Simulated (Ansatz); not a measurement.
# WS2 (Tungstenite): the gap up the ladder of methods, part 2 of 2

What gap does each level of theory give for WS2 (Tungstenite), and in what time?

Ansatz 0.2.0; density functionals, hybrids and G0W0, plane waves, PAW. Known limits of the many-body steps: finite bands, screening cutoff and k mesh; no spin-orbit coupling in G0W0.

So far. Step 9 (G0W0@PBE, 6×6×2 mesh, 867 empty bands, screening to 230 …): Over 10 of 14 irreducible mesh points the G0W0 gap is 1.467 eV, from k = Γ to k = (0.167, 0.167, 0.000). The PBE gap of this run on the mesh is 1.047 eV. The two states that bound the G0W0 gap lie that far apart at the start, so the correction of the gap is 1.467 − 1.047 = +0.420 eV.

The database entry behind the starting cell differs from later determinations by our own check (an axis about 1.4 % long against later determinations), so it need not match the best structure at ambient conditions.

In doubt: masses and optical values from hybrid runs of this build are listed as unsure (step 10), which bears on the screening that GW takes from such a start.

**11. G0W0@r2SCAN, 6×6×2 mesh, 867 empty bands, screening to 230 eV**

This step: G0W0 on r2SCAN, plane waves, PAW.

input.yaml

```yaml
crystal:
  lattice:
    - [3.18, 0.0, 0.0]
    - [-1.59, 2.753960784, 0.0]
    - [0.0, 0.0, 12.5]
  atoms:
    - { symbol: W, position: [0.3333333333, 0.6666666667, 0.25] }
    - { symbol: W, position: [0.6666666667, 0.3333333333, 0.75] }
    - { symbol: S, position: [0.3333333333, 0.6666666667, 0.625] }
    - { symbol: S, position: [0.6666666667, 0.3333333333, 0.125] }
    - { symbol: S, position: [0.3333333333, 0.6666666667, 0.875] }
    - { symbol: S, position: [0.6666666667, 0.3333333333, 0.375] }
kpoints:
  mp_grid: { grid: [6, 6, 2] }
hamiltonian:
  xc: r2scan
scf:
  occupations: { method: fixed }
gw:
  n_empty_bands: 867
  ecut_chi: 230.0
  qp_bands: [v2, c2]
  qp_kpoints: band_edges
  screening: { model: contour_deformation }
```

The run is started by

```bash
> ansatz run input.yaml --threads 3 --pin off --max-ram 64512MiB --backend cuda --events-out ev --progress --plain --runs-dir out --devices 1 --max-vram 24GiB  # rebuilt from the run's record
```

Elapsed: 49 s, on 1 × NVIDIA H100 80GB HBM3 (shared by 3 runs) with 3 threads of AMD EPYC 7R13 (Zen 3), shared host; peak memory 3.6 GiB; 90 s of CPU time.

Numbers from this step:

| Quantity | Value |
| --- | --- |
| bands summed | 893 |
| RPA ε∞ on this mesh (eigenvalues) | 5.060, 12.87, 12.87 |
| plane waves in the screening matrix | 835 |
| G0W0 gap over the corrected points | 1.537 eV |
| k of the valence top | 0, 0, 0 |
| k of the conduction bottom | 0.1667, 0.1667, 0 |
| starting gap on the mesh | 1.155 eV |
| Z at the valence top | 0.7585 |
| Z at the conduction bottom | 0.7696 |
| least direct G0W0 gap over the corrected points | 2.285 eV |

Over 10 of 14 irreducible mesh points the G0W0 gap is 1.537 eV, from k = Γ to k = (0.167, 0.167, 0.000). The r2SCAN gap of this run on the mesh is 1.155 eV. The two states that bound the G0W0 gap lie that far apart at the start, so the correction of the gap is 1.537 − 1.155 = +0.382 eV. G0W0@r2SCAN against G0W0@HSE06 with 893 bands: 1.537 − 1.677 = −0.140 eV. The runs also differ in plane-wave cutoff (420 eV and 500 eV), so how much of this comes from the start alone is not known.

**12. The ladder**

Each gap is the least one over the points named; times are wall times on shared hosts, not benchmarks. A G0W0 time includes the run's own self-consistent start. Runs with listed points see these and the mesh alone, so an edge that moves elsewhere is missed. Rows marked * are further runs, not shown as steps, whose inputs differ from the G0W0 step on the same start in the columns given; solver thresholds can differ too.

| level | mesh | files, cutoff | bands summed, screening | points | gap (eV) | valence top | conduction bottom | least direct gap (eV) | time |
| --- | --- | --- | --- | --- | --- | --- | --- | --- | --- |
| LDA | 12×12×2 | soft_2 PAW, 420 eV | - | mesh and listed points | 0.970 | Γ | (0.167, 0.167, 0.000) | 1.716 | 5.2 s |
| PBE | 12×12×2 | soft_2 PAW, 420 eV | - | mesh and path | 1.046 | Γ | (0.167, 0.167, 0.000) | 1.739 | 4.5 s |
| PBE+SOC | 12×12×2 | soft_2 PAW, 420 eV | - | mesh and listed points | 0.996 | Γ | (0.167, 0.167, 0.000) | 1.545 | 7.8 s |
| r2SCAN | 12×12×2 | soft_2 PAW, 500 eV | - | mesh and listed points | 1.154 | Γ | (0.167, 0.167, 0.000) | 1.862 | 4.1 s |
| HSE06 | 6×6×2 | soft_2 PAW, 420 eV | - | mesh and listed points | 1.578 | Γ | (0.167, 0.167, 0.000) | 2.218 | 17 s |
| PBE0 | 6×6×2 | soft_2 PAW, 420 eV | - | mesh and listed points | 2.236 | Γ | (0.167, 0.167, 0.000) | 2.872 | 13 s |
| DDH-PBE0 | 6×6×2 | soft_2 PAW, 420 eV | - | mesh and listed points | 1.465 | Γ | (0.167, 0.167, 0.000) | 2.146 | 37 s |
| G0W0@PBE* | 6×6×2 | soft_2 PAW, 420 eV | 168, 69 eV | 10 of 14 irreducible mesh points | 1.364 | Γ | (0.167, 0.167, 0.000) | 2.222 | 15 s |
| G0W0@PBE* | 6×6×2 | soft_2 PAW, 420 eV | 428, 138 eV | 10 of 14 irreducible mesh points | 1.437 | Γ | (0.167, 0.167, 0.000) | 2.218 | 16 s |
| G0W0@PBE | 6×6×2 | soft_2 PAW, 420 eV | 893, 230 eV | 10 of 14 irreducible mesh points | 1.467 | Γ | (0.167, 0.167, 0.000) | 2.209 | 45 s |
| G0W0@HSE06 | 6×6×2 | soft_2 PAW, 420 eV | 893, 230 eV | 10 of 14 irreducible mesh points | 1.677 | Γ | (0.167, 0.167, 0.000) | 2.379 | 2.4 min |
| G0W0@r2SCAN | 6×6×2 | soft_2 PAW, 500 eV | 893, 230 eV | 10 of 14 irreducible mesh points | 1.537 | Γ | (0.167, 0.167, 0.000) | 2.285 | 49 s |

**13. Outcome**

```
LDA, over mesh and listed points                                   : 0.970 eV
PBE, over mesh and path                                            : 1.046 eV
PBE+SOC, over mesh and listed points                               : 0.996 eV
r2SCAN, over mesh and listed points                                : 1.154 eV
HSE06, over mesh and listed points                                 : 1.578 eV
PBE0, over mesh and listed points                                  : 2.236 eV
DDH-PBE0, over mesh and listed points                              : 1.465 eV
G0W0@PBE (893 bands, 6×6×2), over 10 of 14 irreducible mesh points : 1.467 eV
G0W0@HSE06, over 10 of 14 irreducible mesh points                  : 1.677 eV
G0W0@r2SCAN, over 10 of 14 irreducible mesh points                 : 1.537 eV
known limits                                                       : finite bands, screening cutoff and k mesh; no spin-orbit coupling in G0W0
```

The rows run from 0.970 eV (LDA) to 2.236 eV (PBE0). They differ in mesh, plane-wave cutoff, bands and screening cutoff of G0W0 and the points over which the gap was sought as well as in level, so only pairs that share these are like for like. PBE against LDA: 1.046 − 0.970 = +0.076 eV, with the same mesh, files and cutoff, and both edges at the same k points. PBE+SOC against PBE: 0.996 − 1.046 = −0.050 eV, with the same mesh, set of files (read in its fully relativistic form for the spin-orbit run) and cutoff, and both edges at the same k points. The spin-orbit run sees mesh and listed points alone, so its gap is an upper bound: the coupling can move an edge off these points, and the change over the zone, its sign included where it is small, is not known. PBE0 against HSE06: 2.236 − 1.578 = +0.658 eV, with the same mesh, files and cutoff, and both edges at the same k points. DDH-PBE0 against PBE0: 1.465 − 2.236 = −0.771 eV, with the same mesh, files and cutoff, and both edges at the same k points. G0W0@HSE06 against G0W0@PBE with 893 bands: 1.677 − 1.467 = +0.210 eV, with the same mesh, files and cutoffs, and both edges at the same k points. The dielectric-dependent hybrid took 0.090 of exact exchange, against 0.25 in PBE0. G0W0@PBE (893 bands, 6×6×2) moves the gap of its own start on the mesh by 1.467 − 1.047 = +0.420 eV, between the same two levels. Both edges that PBE shows over mesh and path lie at k points where levels were corrected. Levels at other points were not corrected, so a lower G0W0 gap elsewhere in the zone is not ruled out. G0W0@HSE06 moves the gap of its own start on the mesh by 1.677 − 1.578 = +0.099 eV, between the same two levels. Both edges that HSE06 shows over mesh and listed points lie at k points where levels were corrected. Levels at other points were not corrected, so a lower G0W0 gap elsewhere in the zone is not ruled out. G0W0@r2SCAN moves the gap of its own start on the mesh by 1.537 − 1.155 = +0.382 eV, between the same two levels. Both edges that r2SCAN shows over mesh and listed points lie at k points where levels were corrected. Levels at other points were not corrected, so a lower G0W0 gap elsewhere in the zone is not ruled out. What spin-orbit coupling does to the G0W0 levels was not computed, so no sum with the G0W0 gap is formed. For G0W0@PBE: from 168 bands and 69 eV to 893 bands and 230 eV the gap moves by 1.467 − 1.364 = +0.103 eV (rung by rung 1.364, 1.437, 1.467 eV); bands and screening cutoff rise together, so their parts are not told apart. A line in one over the bands through the two highest rungs gives 1.467 + (1.467 − 1.437) × 428 / (893 − 428) = 1.495 eV, and through the pair below 1.437 + (1.437 − 1.364) × 168 / (428 − 168) = 1.484 eV. The two agree within 0.03 eV and the same two states bound the gap in each rung, so 1.495 eV is taken as an estimate of the limit on this mesh. The other G0W0 rows are shown at one basis each (893 bands), so their distance from the limit is not known here. The G0W0 runs are scalar-relativistic. No pair of G0W0 runs that differ in the mesh alone is shown (6×6×2 is a supercell whose nearest images lie 19 Å apart), so the error from the mesh is not known here. G0W0@PBE runs of this series with other atomic data on the same mesh, not shown as steps, give 1.478 eV (hard PAW, 760 eV, 1325 bands, screening to 299 eV); where bands and cutoffs differ too, the part of the files is not isolated.

[Paths, hosts, dates, memory and timing lines, banners, echoed tables and standing remarks are left out of the program output.]

[Logs are printed without paths, hosts, clocks, repeated set-up lines and the standing remarks that a program may print on its own settings, such as how far it seeks lower states.]

[Runs of the session that timed out or met a known fault of the program may be left out.]

[Cells called generated may have been cut or substituted from an entry of the Crystallography Open Database or the Materials Project.]

[Hosts, paths, dates, database ids (printed as entryN), source tags and the programs' standing remarks are cut or masked in the printed files.]

[Where an RPA ε∞ is given, it is that of the G0W0 mesh and is not shown converged in it. Names of k-points follow the symmetry that the program found, which can be lower than the space group named. Band edges on a path are those of the sampled points; other points can move an edge, and change direct to indirect where valleys lie close.]

[Hybrid gaps are those of their k-mesh and are not shown converged in it.]
